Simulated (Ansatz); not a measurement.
# Work function of Pd(111): what the settings cost and change, part 2 of 2

How far do cutoff, k-mesh and smearing move the work function of Pd(111)?

Ansatz 0.2.0; plane-wave DFT, PBE, Ansatz PAW.

So far. Step 5 (Run): The work function is 5.220 eV, -0.000 eV from the run “cutoff 420 eV”, at 1.6 times its CPU time. Step 6 (Slab): The work function is 5.172 eV, -0.049 eV from the run “cutoff 420 eV”, at 0.091 times its CPU time.

### Step 7. Run

input.yaml reads:

```yaml
crystal:
  lattice:
    - [2.7506453788, 0.0, 0.0]
    - [1.3753226894, 2.3821287749, 0.0]
    - [0.0, 0.0, 31.4753552829]
  atoms:
    - { symbol: Pd, position: [0.0, 0.0, 0.2859379956] }
    - { symbol: Pd, position: [0.3333333333, 0.3333333333, 0.3572919971] }
    - { symbol: Pd, position: [0.6666666667, 0.6666666667, 0.4286459985] }
    - { symbol: Pd, position: [0.0, 0.0, 0.5] }
    - { symbol: Pd, position: [0.3333333333, 0.3333333333, 0.5713540015] }
    - { symbol: Pd, position: [0.6666666667, 0.6666666667, 0.6427080029] }
    - { symbol: Pd, position: [0.0, 0.0, 0.7140620044] }
kpoints:
  mp_grid: { grid: [6, 6, 1] }
hamiltonian:
  xc: pbe
scf:
  occupations: { method: fermi_dirac, width: 0.1 }
  convergence: { dr2_threshold: 1.0e-09 }
efield:
  axis: 3
  dipole_correction: true
  ramp_position: 0.97
  ramp_width: 0.06
output:
  write_potential: true
  write_density: true
  volumetric_format: npy
```

Command:

```console
$ ansatz run input.yaml --threads 2 --pin off --max-ram 3072MiB --backend cpu --events-out ev --progress --plain --runs-dir out
```

Numbers of over 12 decimals in the logs are rounded to 6 here.

What it wrote:

```text
[...]
Crystal: 7 atoms, lattice volume = 206.239 Å³
Basis set: ecut = 420 eV, 4035 PW (Γ)
Bands: 76, of which v1, the nominal top of the filled ones, is band 63 counted from 1 (62 counted from 0)
Symmetry: 6 space group operations
k-points: 7 of 36 (time reversal used)
[...]
k-point 0: bands = [... 59 lower, 6.1813, 6.4413, 6.4413, 6.8039, 6.8039, 6.8633, 7.1046, 7.1046, ... 9 higher]
  k-point 1: bands = [... 59 lower, 6.0145, 6.2552, 6.2822, 6.4736, 6.8147, 6.8728, 7.1253, 7.2790, ... 9 higher]
  k-point 2: bands = [... 59 lower, 6.8322, 6.8822, 6.9221, 6.9734, 7.0336, 7.1772, 7.3569, 8.0816, ... 9 higher]
  k-point 6: bands = [... 59 lower, 6.9372, 7.1088, 7.1200, 7.1200, 13.4457, 13.4529, 13.4529, 13.6784, ... 9 higher]
[key lines of the parts left out:]
SCF converged after 13 iterations
Free energy (F): -48809.050958 eV
Fermi energy:    7.294965 eV
Dipole field:    D = 0.000001 V/Å  (p = 0.000002 e·Å, saw-weighted, corrected)
Work function:   Φ+ = 5.2256 eV   Φ− = 5.2256 eV
```

It took 17 s on 2 threads of AMD EPYC 7R43, shared host; peak memory 0.53 GiB.

The work function is 5.226 eV, +0.005 eV from the run “cutoff 420 eV”, at 0.23 times its CPU time.

### Step 8. Run

input.yaml: that of step 7 with these lines changed.

```diff
@@ -14,3 +14,3 @@
 kpoints:
-  mp_grid: { grid: [6, 6, 1] }
+  mp_grid: { grid: [11, 11, 1] }
 hamiltonian:
```

What it wrote:

```text
[...]
Crystal: 7 atoms, lattice volume = 206.239 Å³
Basis set: ecut = 420 eV, 4035 PW (Γ)
Bands: 76, of which v1, the nominal top of the filled ones, is band 63 counted from 1 (62 counted from 0)
Symmetry: 6 space group operations
k-points: 16 of 121 (time reversal used)
[...]
k-point 0: bands = [... 59 lower, 6.1992, 6.4578, 6.4578, 6.8116, 6.8116, 6.8604, 7.1188, 7.1188, ... 9 higher]
  k-point 1: bands = [... 59 lower, 6.2366, 6.2914, 6.4700, 6.4842, 6.6650, 6.8178, 7.1213, 7.1276, ... 9 higher]
  k-point 2: bands = [... 59 lower, 6.0320, 6.2772, 6.3186, 6.4956, 6.8248, 6.9748, 7.1450, 7.3089, ... 9 higher]
  k-point 15: bands = [... 59 lower, 7.0706, 7.1203, 7.2020, 7.2485, 12.5954, 12.6803, 12.8951, 13.1822, ... 9 higher]
[key lines of the parts left out:]
SCF converged after 13 iterations
Free energy (F): -48808.998571 eV
Fermi energy:    7.343342 eV
Dipole field:    D = 0.000002 V/Å  (p = 0.000002 e·Å, saw-weighted, corrected)
Work function:   Φ+ = 5.2101 eV   Φ− = 5.2102 eV
```

Run time: 34 s. Hardware: 2 threads; peak memory 0.66 GiB; 47 s of CPU time.

The work function is 5.210 eV, -0.010 eV from the run “cutoff 420 eV”, at 0.49 times its CPU time.

### Step 9. Slab

input.yaml: that of step 8 with these lines changed.

```diff
@@ -14,3 +14,3 @@
 kpoints:
-  mp_grid: { grid: [11, 11, 1] }
+  mp_grid: { grid: [26, 26, 1] }
 hamiltonian:
```

What it wrote:

```text
[...]
Crystal: 7 atoms, lattice volume = 206.239 Å³
Basis set: ecut = 420 eV, 4035 PW (Γ)
Bands: 76, of which v1, the nominal top of the filled ones, is band 63 counted from 1 (62 counted from 0)
Symmetry: 6 space group operations
k-points: 70 of 676 (time reversal used)
[...]
k-point 0: bands = [... 59 lower, 6.1957, 6.4537, 6.4537, 6.8076, 6.8076, 6.8573, 7.1157, 7.1157, ... 9 higher]
  k-point 1: bands = [... 59 lower, 6.2284, 6.4037, 6.4564, 6.5701, 6.8089, 6.9685, 7.0085, 7.1174, ... 9 higher]
  k-point 2: bands = [... 59 lower, 6.2249, 6.2970, 6.4629, 6.5523, 6.7213, 6.8123, 7.0243, 7.1220, ... 9 higher]
  k-point 69: bands = [... 59 lower, 7.0156, 7.1008, 7.1464, 7.1801, 13.1063, 13.1221, 13.3759, 13.6173, ... 9 higher]
[key lines of the parts left out:]
SCF converged after 13 iterations
Free energy (F): -48809.032459 eV
Fermi energy:    7.329921 eV
Dipole field:    D = 0.000001 V/Å  (p = 0.000001 e·Å, saw-weighted, corrected)
Work function:   Φ+ = 5.2230 eV   Φ− = 5.2231 eV
```

Elapsed: 2.5 min, on 2 threads; peak memory 1.3 GiB.

The work function is 5.223 eV, +0.003 eV from the run “cutoff 420 eV”, at 2.2 times its CPU time.

### Step 10. Slab

input.yaml: that of step 9 with these lines changed.

```diff
@@ -14,3 +14,3 @@
 kpoints:
-  mp_grid: { grid: [26, 26, 1] }
+  mp_grid: { grid: [17, 17, 1] }
 hamiltonian:
@@ -18,3 +18,3 @@
 scf:
-  occupations: { method: fermi_dirac, width: 0.1 }
+  occupations: { method: gaussian, width: 0.05 }
   convergence: { dr2_threshold: 1.0e-09 }
```

What it wrote:

```text
[...]
Crystal: 7 atoms, lattice volume = 206.239 Å³
Basis set: ecut = 420 eV, 4035 PW (Γ)
Bands: 76, of which v1, the nominal top of the filled ones, is band 63 counted from 1 (62 counted from 0)
Symmetry: 6 space group operations
k-points: 33 of 289 (time reversal used)
[...]
k-point 0: bands = [... 59 lower, 6.2039, 6.4628, 6.4628, 6.8177, 6.8177, 6.8662, 7.1239, 7.1239, ... 9 higher]
  k-point 1: bands = [... 59 lower, 6.2237, 6.2885, 6.4687, 6.6128, 6.8206, 6.8476, 6.9702, 7.1277, ... 9 higher]
  k-point 2: bands = [... 59 lower, 6.1986, 6.2534, 6.3607, 6.4813, 6.6834, 6.8266, 7.1374, 7.2878, ... 9 higher]
  k-point 32: bands = [... 59 lower, 7.0529, 7.1034, 7.1725, 7.2105, 12.9281, 12.9617, 13.1899, 13.4538, ... 9 higher]
[key lines of the parts left out:]
SCF converged after 14 iterations
Free energy (F): -48808.763678 eV
Fermi energy:    7.303554 eV
Dipole field:    D = 0.000001 V/Å  (p = 0.000001 e·Å, saw-weighted, corrected)
Work function:   Φ+ = 5.2431 eV   Φ− = 5.2432 eV
```

It took 61 s on 2 threads; peak memory 0.84 GiB; 90 s of CPU time.

The work function is 5.243 eV, +0.023 eV from the run “cutoff 420 eV”, at 0.94 times its CPU time.

### Step 11. Run

input.yaml: that of step 10 with these lines changed.

```diff
@@ -18,3 +18,3 @@
 scf:
-  occupations: { method: gaussian, width: 0.05 }
+  occupations: { method: methfessel_paxton, width: 0.2 }
   convergence: { dr2_threshold: 1.0e-09 }
```

What it wrote:

```text
[...]
Crystal: 7 atoms, lattice volume = 206.239 Å³
Basis set: ecut = 420 eV, 4035 PW (Γ)
Bands: 76, of which v1, the nominal top of the filled ones, is band 63 counted from 1 (62 counted from 0)
Symmetry: 6 space group operations
k-points: 33 of 289 (time reversal used)
[...]
k-point 0: bands = [... 59 lower, 6.2012, 6.4601, 6.4601, 6.8148, 6.8148, 6.8628, 7.1234, 7.1234, ... 9 higher]
  k-point 1: bands = [... 59 lower, 6.2194, 6.2840, 6.4657, 6.6124, 6.8177, 6.8475, 6.9675, 7.1271, ... 9 higher]
  k-point 2: bands = [... 59 lower, 6.1988, 6.2485, 6.3603, 6.4778, 6.6806, 6.8236, 7.1366, 7.2829, ... 9 higher]
  k-point 32: bands = [... 59 lower, 7.0487, 7.0994, 7.1656, 7.2063, 12.9194, 12.9552, 13.1866, 13.4521, ... 9 higher]
[key lines of the parts left out:]
SCF converged after 13 iterations
Free energy (F): -48808.768956 eV
Fermi energy:    7.305067 eV
Dipole field:    D = -0.000000 V/Å  (p = -0.000000 e·Å, saw-weighted, corrected)
Work function:   Φ+ = 5.2448 eV   Φ− = 5.2448 eV
```

The job ended after 67 s (2 threads; peak memory 0.83 GiB).

The work function is 5.245 eV, +0.024 eV from the run “cutoff 420 eV”, at 1.1 times its CPU time.

### Step 12. Slab

input.yaml: that of step 11 with these lines changed.

```diff
@@ -18,3 +18,3 @@
 scf:
-  occupations: { method: methfessel_paxton, width: 0.2 }
+  occupations: { method: fermi_dirac, width: 0.3 }
   convergence: { dr2_threshold: 1.0e-09 }
```

What it wrote:

```text
band count auto-derived: 82 (N_el = 126.0; filled up to band 63; 76 by the electrons, moments and atoms)
[...]
Crystal: 7 atoms, lattice volume = 206.239 Å³
Basis set: ecut = 420 eV, 4035 PW (Γ)
Bands: 82, of which v1, the nominal top of the filled ones, is band 63 counted from 1 (62 counted from 0)
Symmetry: 6 space group operations
[...]
k-point 0: bands = [... 59 lower, 6.1526, 6.4069, 6.4069, 6.7570, 6.7570, 6.8279, 7.0613, 7.0613, ... 15 higher]
  k-point 1: bands = [... 59 lower, 6.1737, 6.2378, 6.4135, 6.5471, 6.7603, 6.7876, 6.9251, 7.0656, ... 15 higher]
  k-point 2: bands = [... 59 lower, 6.1345, 6.2042, 6.3024, 6.4277, 6.6353, 6.7671, 7.0765, 7.2404, ... 15 higher]
  k-point 32: bands = [... 59 lower, 7.0080, 7.0666, 7.1311, 7.1745, 12.8916, 12.9241, 13.1538, 13.4235, ... 15 higher]
[key lines of the parts left out:]
SCF converged after 12 iterations
Free energy (F): -48810.388749 eV
Fermi energy:    7.461798 eV
Dipole field:    D = 0.000000 V/Å  (p = 0.000000 e·Å, saw-weighted, corrected)
Work function:   Φ+ = 5.1216 eV   Φ− = 5.1217 eV
```

Elapsed: 66 s, on 2 threads; peak memory 0.9 GiB; 1.9 min of CPU time.

The work function is 5.122 eV, -0.099 eV from the run “cutoff 420 eV”, at 1.2 times its CPU time.

### Step 13. Slab

input.yaml: that of step 12 with these lines changed.

```diff
@@ -18,3 +18,3 @@
 scf:
-  occupations: { method: fermi_dirac, width: 0.3 }
+  occupations: { method: cold, width: 0.1 }
   convergence: { dr2_threshold: 1.0e-09 }
```

What it wrote:

```text
[...]
Crystal: 7 atoms, lattice volume = 206.239 Å³
Basis set: ecut = 420 eV, 4035 PW (Γ)
Bands: 76, of which v1, the nominal top of the filled ones, is band 63 counted from 1 (62 counted from 0)
Symmetry: 6 space group operations
k-points: 33 of 289 (time reversal used)
[...]
k-point 0: bands = [... 59 lower, 6.2086, 6.4668, 6.4668, 6.8220, 6.8220, 6.8686, 7.1288, 7.1288, ... 9 higher]
  k-point 1: bands = [... 59 lower, 6.2279, 6.2925, 6.4726, 6.6175, 6.8249, 6.8523, 6.9737, 7.1327, ... 9 higher]
  k-point 2: bands = [... 59 lower, 6.2033, 6.2574, 6.3650, 6.4850, 6.6872, 6.8309, 7.1423, 7.2915, ... 9 higher]
  k-point 32: bands = [... 59 lower, 7.0566, 7.1077, 7.1760, 7.2145, 12.9306, 12.9647, 13.1934, 13.4575, ... 9 higher]
[key lines of the parts left out:]
SCF converged after 13 iterations
Free energy (F): -48808.748737 eV
Fermi energy:    7.312164 eV
Dipole field:    D = -0.000001 V/Å  (p = -0.000002 e·Å, saw-weighted, corrected)
Work function:   Φ+ = 5.2310 eV   Φ− = 5.2310 eV
```

Elapsed: 55 s, on 2 threads; peak memory 0.83 GiB.

The work function is 5.231 eV, +0.011 eV from the run “cutoff 420 eV”, at 0.98 times its CPU time.

### Step 14. Side by side

Times are for 2 threads of AMD EPYC 7R43, shared host. The series side by side:

```csv
no.,setting,"work function, upper face (eV)",time,memory (GiB)
1,cutoff 200 eV,6.002,51 s,0.49
2,cutoff 300 eV,5.232,65 s,0.61
3,cutoff 420 eV,5.220,77 s,0.84
4,cutoff 600 eV,5.220,1.9 min,1.2
5,mesh 3x3,5.172,6.9 s,0.49
6,mesh 6x6,5.226,17 s,0.53
7,mesh 11x11,5.210,34 s,0.66
8,mesh 26x26,5.223,2.5 min,1.3
9,Gaussian smearing 0.05 eV,5.243,61 s,0.84
10,methfessel_paxton smearing 0.2 eV,5.245,67 s,0.83
11,fermi_dirac smearing 0.3 eV,5.122,66 s,0.9
12,cold smearing 0.1 eV,5.231,55 s,0.83
```

### Step 15. A changed input

An input spoilt on purpose, to show how the run answers: it repeats the earlier run “cutoff 200 eV” with scf.occupations from method: fermi_dirac, width: 0.1 removed, and scf.max_iter set to 80; its output block differs too.

input.yaml: that of step 13 with these lines changed.

```diff
@@ -18,4 +18,4 @@
 scf:
-  occupations: { method: cold, width: 0.1 }
   convergence: { dr2_threshold: 1.0e-09 }
+  max_iter: 80
 efield:
@@ -25,2 +25,4 @@
   ramp_width: 0.06
+basis:
+  ecutwfc: "200 eV"
 output:
```

What it wrote:

```text
Error: YAML parse error: `scf.occupations.method` is required: fixed only where the cell keeps a band gap throughout the run, explicit beside scf.occupations.values (under evaluate: without them), else a smearing such as fermi_dirac (scf.occupations.width is optional; its entry in the input reference gives the default)
```

Elapsed: 0.03 s, on 2 threads; peak memory 0.06 GiB.

The input was rejected at the start.

The program's message: “Error: YAML parse error: `scf.occupations.method` is required: fixed only where the cell keeps a band gap throughout the run, explicit beside scf.occupations.values (under evaluate: without them), els …”

The fault put into the input: no occupation method.

### Step 16. Results

| Quantity | Value |
| --- | --- |
| work function, cutoff 200 eV | 6.002 eV |
| work function, cutoff 420 eV | 5.220 eV |
| work function, cutoff 600 eV | 5.220 eV |
| work function, fermi_dirac smearing 0.3 eV | 5.122 eV |

What this shows: The run at the highest cutoff gives 5.22 eV, and the settings tried spread the value from 5.12 to 6.00 eV. Against 600 eV, a cutoff of 200 eV is off by +0.781 eV. Against 600 eV, a cutoff of 420 eV is off by +0.000 eV. Against the finest mesh, 26 points along a, the coarser ones are off by -0.05 (3), +0.00 (6) and -0.01 (11) eV. The smearing schemes and widths spread it over 0.12 eV. The program marks the value as in doubt in “cutoff 200 eV”. The ladder's slabs use the tabulated experimental lattice constant (two decimals; a low-temperature value for the alkali metals). In 1 run of the series (cutoff 200 eV) the program warns that electrons reach the sawtooth's ramp, which makes dipole and work function less sure.

Computed beside measured:

```
                                               quantity  measured    cutoff 600 eV
work function (clean (111) face, a compiled value) (eV)      5.67  5.22 (-0.45 eV)
```

Measured values from arxiv:1902.07811 (2019).

How well it matches: The work function is off by -0.45 eV: a clear miss. The grades are ours: good and fair within 3 and 7 % for the work function. No cell relaxation is part of this session.

[Logs are printed without paths, hosts, clocks, repeated set-up lines and the standing remarks that a program may print on its own settings, such as how far it seeks lower states.]

[Hosts, paths, dates, database ids (printed as entryN), source tags and the programs' standing remarks are cut or masked in the printed files.]

[Maps of the electrostatic potential energy from Ansatz leave out the sawtooth potential of an applied field or a dipole correction, so their vacuum need not be flat; planar profiles and work functions include it.]
